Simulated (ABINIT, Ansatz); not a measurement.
# Quasiparticle gap of CO2 (P4_2/mnm) in ABINIT

Aim: the G0W0 gap of CO2 (P4_2/mnm) on LDA, step by step.

Main program and level: ABINIT 10.8.3; LDA and many-body steps on it, plane waves.

**1. Set-up**

The structure is tetragonal, space group P4_2/mnm (No. 136). Conventional cell: a = 4.227 Å, b = 4.227 Å, c = 4.688 Å, α = 90.00°, β = 90.00°, γ = 90.00°. C has 2 O at 1.17 Å nearest. Nearest to O lie 1 C at 1.17 Å. Farther neighbours and most contacts between anions are not listed.

The cell and positions are those that the Materials Project relaxed with its own functionals (PBE, PBE+U or r2SCAN), kept fixed.

**2. Ground state**

This step: ABINIT 10.8.3; DFT, LDA, plane waves, norm-conserving pseudopotentials.

The ground-state density comes first.

run.abi

```
acell 3*1.0 Angstrom
rprim 
  4.227212790000 0.000000000000 0.000000000000
  0.000000000000 4.227212790000 0.000000000000
  0.000000000000 0.000000000000 4.687771590000
ntypat 2
znucl 6 8
natom 6
typat 1 1 2 2 2 2
xred 
  0.500000000000 0.500000000000 0.500000000000
  0.000000000000 0.000000000000 0.000000000000
  0.304826860000 0.695173140000 0.500000000000
  0.695173140000 0.304826860000 0.500000000000
  0.195173140000 0.195173140000 0.000000000000
  0.804826860000 0.804826860000 0.000000000000
pp_dirpath "pseudos"
pseudos "C.upf, O.upf"
ecut 37
ngkpt 6 6 4
nshiftk 1
shiftk 0 0 0
kptopt 1
chksymbreak 0
nband 23
occopt 1
tolvrs 1e-10
nstep 60
prtwf 0
optforces 0
optstress 0
indata_prefix "in"
outdata_prefix "out"
tmpdata_prefix "tmp"
```

On the command line:

```console
$ OMP_NUM_THREADS=1 mpirun -n 4 abinit run.abi > log
```

Numbers of over 12 decimals in the logs are rounded to 6 here.

What it wrote:

```text
.Version 10.8.3 of ABINIT. v10.8.2 released Aug 2026.

 Symmetries : space group P4_2/m n m (#136); Bravais tP (primitive tetrag.)
================================================================================
 Values of the parameters that define the memory need of the present run
     intxc =       0    ionmov =       0      iscf =       7    lmnmax =       5
     lnmax =       5     mgfft =      50  mpssoang =       3    mqgrid =    3001
     natom =       6  nloc_mem =       1    nspden =       1   nspinor =       1
    nsppol =       1      nsym =      16    n1xccc =    2501    ntypat =       2
    occopt =       1   xclevel =       1
-    mband =          23        mffmem =           1         mkmem =           8
       mpw =        6100          nfft =      101250          nkpt =          30
================================================================================
  Rough estimation (10% accuracy) of disk space for files :
================================================================================

--------------------------------------------------------------------------------
------------- Echo of variables that govern the present computation ------------
--------------------------------------------------------------------------------
 -outvars: echo values of preprocessed input variables --------
            acell      1.8897261259E+00  1.8897261259E+00  1.8897261259E+00 Bohr

      chksymbreak           0
             ecut      3.70000000E+01 Hartree
-          fftalg         312

              ixc       -1012
              kpt      0.00000000E+00  0.00000000E+00  0.00000000E+00
                       1.66666667E-01  0.00000000E+00  0.00000000E+00
                       3.33333333E-01  0.00000000E+00  0.00000000E+00
                       5.00000000E-01  0.00000000E+00  0.00000000E+00
                       1.66666667E-01  1.66666667E-01  0.00000000E+00
                       3.33333333E-01  1.66666667E-01  0.00000000E+00
                       5.00000000E-01  1.66666667E-01  0.00000000E+00
                       3.33333333E-01  3.33333333E-01  0.00000000E+00
                       5.00000000E-01  3.33333333E-01  0.00000000E+00
   [... 19 further rows ...]
                       5.00000000E-01  3.33333333E-01  5.00000000E-01
                       5.00000000E-01  5.00000000E-01  5.00000000E-01
         kptrlatt        6    0    0      0    6    0      0    0    4
          kptrlen      3.54344178E+01
P           mkmem           8
            natom           6
            nband          23
            ngfft          45      45      50
             nkpt          30
            nstep          60
             nsym          16
           ntypat           2
              occ      2.000000  2.000000  2.000000  2.000000  2.000000  2.000000
                       2.000000  2.000000  2.000000  2.000000  2.000000  2.000000
                       2.000000  2.000000  2.000000  2.000000  0.000000  0.000000
                       0.000000  0.000000  0.000000  0.000000  0.000000
        optforces           0
        optstress           0
            prtwf           0
            rprim      4.2272127900E+00  0.0000000000E+00  0.0000000000E+00
[...]
spgroup         136

           tolvrs      1.00000000E-10

             xred      5.0000000000E-01  5.0000000000E-01  5.0000000000E-01
[...]
znucl        6.00000    8.00000

================================================================================

 chkinp: Checking input parameters for consistency.

================================================================================
== DATASET  1 ==================================================================
-   mpi_nproc: 4, omp_nthreads: 1 (-1 if OMP is not activated)

--- !DatasetInfo
iteration_state: {dtset: 1, }
dimensions: {natom: 6, nkpt: 30, mband: 23, nsppol: 1, nspinor: 1, nspden: 1, mpw: 6100, }
cutoff_energies: {ecut:  37.0, pawecutdg:  -1.0, }
electrons: {nelect:   3.20000000E+01, charge:   0.00000000E+00, occopt:   1.00000000E+00, tsmear:   1.00000000E-02, }

 Real(R)+Recip(G) space primitive vectors, cartesian coordinates (Bohr,Bohr^-1):
 R(1)=  7.9882744  0.0000000  0.0000000  G(1)=  0.1251835  0.0000000  0.0000000
 R(2)=  0.0000000  7.9882744  0.0000000  G(2)=  0.0000000  0.1251835  0.0000000
 R(3)=  0.0000000  0.0000000  8.8586044  G(3)=  0.0000000  0.0000000  0.1128846
 Unit cell volume ucvol=  5.6528995E+02 bohr^3
 Angles (23,13,12)=  9.00000000E+01  9.00000000E+01  9.00000000E+01 degrees

 getcut: wavevector=  0.0000  0.0000  0.0000  ngfft=  45  45  50
         ecut(hartree)=     37.000   => boxcut(ratio)=   2.01156

--- Pseudopotential description ------------------------------------------------
- C Generated using ONCVPSP code by D. R. Hamann
-  6.00000   4.00000  180309                  znucl, zion, pspdat
12 -1012 1 -1 1234                            pspcod,pspxc,lmax,lloc,mmax
     nproj     2     2     0
  pspatm : epsatm=    4.35103003
         --- l  ekb(1:nproj) -->
[...]
pspatm: atomic psp has been read  and splines computed

- O Generated using ONCVPSP code by D. R. Hamann
-  8.00000   6.00000  201201                  znucl, zion, pspdat
12 -1012 2 -1 926                             pspcod,pspxc,lmax,lloc,mmax
     nproj     2     2     1
  pspatm : epsatm=    6.27558587
         --- l  ekb(1:nproj) -->
[...]
2   -1.033686
 pspatm: atomic psp has been read  and splines computed

   1.08174091E+03                                ecore*ucvol(ha*bohr**3)
--------------------------------------------------------------------------------

_setup2: Arith. and geom. avg. npw (full set) are    6077.479    6077.469

================================================================================

--- !BeginCycle
iteration_state: {dtset: 1, }
solver: {iscf: 7, nstep: 60, nline: 4, wfoptalg: 0, }
tolerances: {tolvrs: 1.00E-10, }

     iter   Etot(hartree)      deltaE(h)  residm     vres2
 ETOT  1  -77.784312599156    -7.778E+01 1.094E-01 4.000E+02
 ETOT  2  -77.787325610764    -3.013E-03 2.953E-02 5.172E+02
 ETOT  3  -78.022330785512    -2.350E-01 3.904E-03 1.091E+01
 ETOT  4  -78.025818961522    -3.488E-03 7.771E-04 3.476E-01
 ETOT  5  -78.025936416364    -1.175E-04 1.068E-04 4.033E-03
 ETOT  6  -78.025937043514    -6.272E-07 2.396E-04 1.710E-04
 ETOT  7  -78.025937066144    -2.263E-08 3.687E-05 9.180E-06
 ETOT  8  -78.025937066989    -8.450E-10 1.025E-04 6.092E-07
 ETOT  9  -78.025937067095    -1.054E-10 1.879E-05 2.063E-08
 ETOT 10  -78.025937067099    -4.434E-12 5.764E-05 1.377E-10
 ETOT 11  -78.025937067098     6.253E-13 1.282E-05 2.489E-12

 At SCF step   11       vres2   =  2.49E-12 < tolvrs=  1.00E-10 =>converged.

--- !ResultsGS
iteration_state: {dtset: 1, }
comment   : Summary of ground state results
lattice_vectors:
- [  7.9882744,   0.0000000,   0.0000000, ]
- [  0.0000000,   7.9882744,   0.0000000, ]
- [  0.0000000,   0.0000000,   8.8586044, ]
lattice_lengths: [   7.98827,    7.98827,    8.85860, ]
lattice_angles: [ 90.000,  90.000,  90.000, ] # degrees, (23, 13, 12)
lattice_volume:   5.6528995E+02
convergence: {deltae:  6.253E-13, res2:  2.489E-12, residm:  1.282E-05, diffor:  0.000E+00, }
etotal    :  -7.80259371E+01
entropy   :   0.00000000E+00
fermie    :  -1.26518767E-01
cartesian_stress_tensor: null
pressure_GPa: null
xred      :
- [  5.0000E-01,   5.0000E-01,   5.0000E-01,  C]
- [  0.0000E+00,   0.0000E+00,   0.0000E+00,  C]
- [  3.0483E-01,   6.9517E-01,   5.0000E-01,  O]
- [  6.9517E-01,   3.0483E-01,   5.0000E-01,  O]
- [  1.9517E-01,   1.9517E-01,   0.0000E+00,  O]
- [  8.0483E-01,   8.0483E-01,   0.0000E+00,  O]
cartesian_forces: null
force_length_stats: {min: null, max: null, mean: null, }

 Integrated electronic density in atomic spheres:
 ------------------------------------------------
 Atom  Sphere_radius  Integrated_density
[...]
================================================================================

 ----iterations are completed or convergence reached----

 Mean square residual over all n,k,spin=   42.242E-09; max=  12.822E-06
 reduced coordinates (array xred) for    6 atoms
[...]
0.000000000000      0.000000000000      0.000000000000
       0.304826860000      0.695173140000      0.500000000000
       0.695173140000      0.304826860000      0.500000000000
       0.195173140000      0.195173140000      0.000000000000
       0.804826860000      0.804826860000      0.000000000000
 rms dE/dt=  0.0000E+00; max dE/dt=  0.0000E+00; dE/dt below (all hartree)
    1       0.000000000000      0.000000000000      0.000000000000
    2       0.000000000000      0.000000000000      0.000000000000
    3       0.000000000000      0.000000000000      0.000000000000
    4       0.000000000000      0.000000000000      0.000000000000
    5       0.000000000000      0.000000000000      0.000000000000
    6       0.000000000000      0.000000000000      0.000000000000

 cartesian coordinates (angstrom) at end:
    1      2.113606     2.113606     2.343886
    2      0.000000     0.000000     0.000000
    3      1.288568     2.938645     2.343886
    4      2.938645     1.288568     2.343886
    5      0.825038     0.825038     0.000000
    6      3.402174     3.402174     0.000000
 length scales=  1.889726125908  1.889726125908  1.889726125908 bohr
              =  1.000000000000  1.000000000000  1.000000000000 angstroms
 prteigrs : about to open file out_EIG
 Fermi (or HOMO) energy (hartree) =  -0.12652   Average Vxc (hartree)=  -0.32463
 Eigenvalues (hartree) for nkpt=  30  k points:
 kpt#   1, nband= 23, wtk=  0.00694, kpt=  0.0000  0.0000  0.0000 (reduced coord)
  -0.87984   -0.86823   -0.83707   -0.83707   -0.32786   -0.31534   -0.30740   -0.28444
  -0.28444   -0.25674   -0.25674   -0.25466   -0.17966   -0.14723   -0.14439   -0.14439
   0.10591    0.14334    0.15946    0.15946    0.20354    0.26142    0.35455
 prteigrs : prtvol=0 or 1, do not print more k-points.

--- !EnergyTerms
iteration_state     : {dtset: 1, }
comment             : Components of total free energy in Hartree
kinetic             :  5.20797997833195E+01
hartree             :  2.81140406645523E+01
xc                  : -2.04342517257618E+01
Ewald energy        : -4.16137102671031E+01
psp_core            :  1.91360365243891E+00
local_psp           : -8.68887491734362E+01
non_local_psp       : -1.11966700011080E+01
total_energy        : -7.80259370670984E+01
total_energy_eV     : -2.12319391073742E+03
band_energy         : -1.26554942826633E+01

== END DATASET(S) ==============================================================
================================================================================

 -outvars: echo values of variables after computation  --------
           etotal     -7.8025937067E+01
            nband          23
             nkpt          30
          spgroup         136
 [... the other variables as echoed above ...]

 Calculation completed.
```

It took 38 s on 4 MPI ranks of AMD EPYC 7R32 (Zen 2), shared host; peak memory 0.44 GiB; 2.5 min of CPU time.

This step gave:

| Quantity | Value |
| --- | --- |
| total energy | -2123.1939 eV |
| gap | 6.325 eV |
| k of the valence top | 0.5, 0.5, 0.5 |
| k of the conduction bottom | 0, 0, 0 |
| least direct gap | 6.811 eV |

The gap is indirect, with the least direct gap 0.49 eV higher.

[end of part 1 of 3]

[Paths, hosts, dates, memory and timing lines, banners, echoed tables and standing remarks are left out of the program output.]

[Logs are printed without paths, hosts, clocks, repeated set-up lines and the standing remarks that a program may print on its own settings, such as how far it seeks lower states.]

[Runs of the session that timed out or met a known fault of the program may be left out.]

[Hosts, paths, dates, database ids (printed as entryN), source tags and the programs' standing remarks are cut or masked in the printed files.]

[G0W0 gaps are taken among the corrected bands and points alone; a level outside them can change the order at an edge.]

[Where Ansatz stands beside ABINIT at settings called matched, ABINIT's density can come from a denser mesh and the files from another edition; pairs whose starting gaps differed by over 0.03 eV were left out, so agreement reads better than it is.]
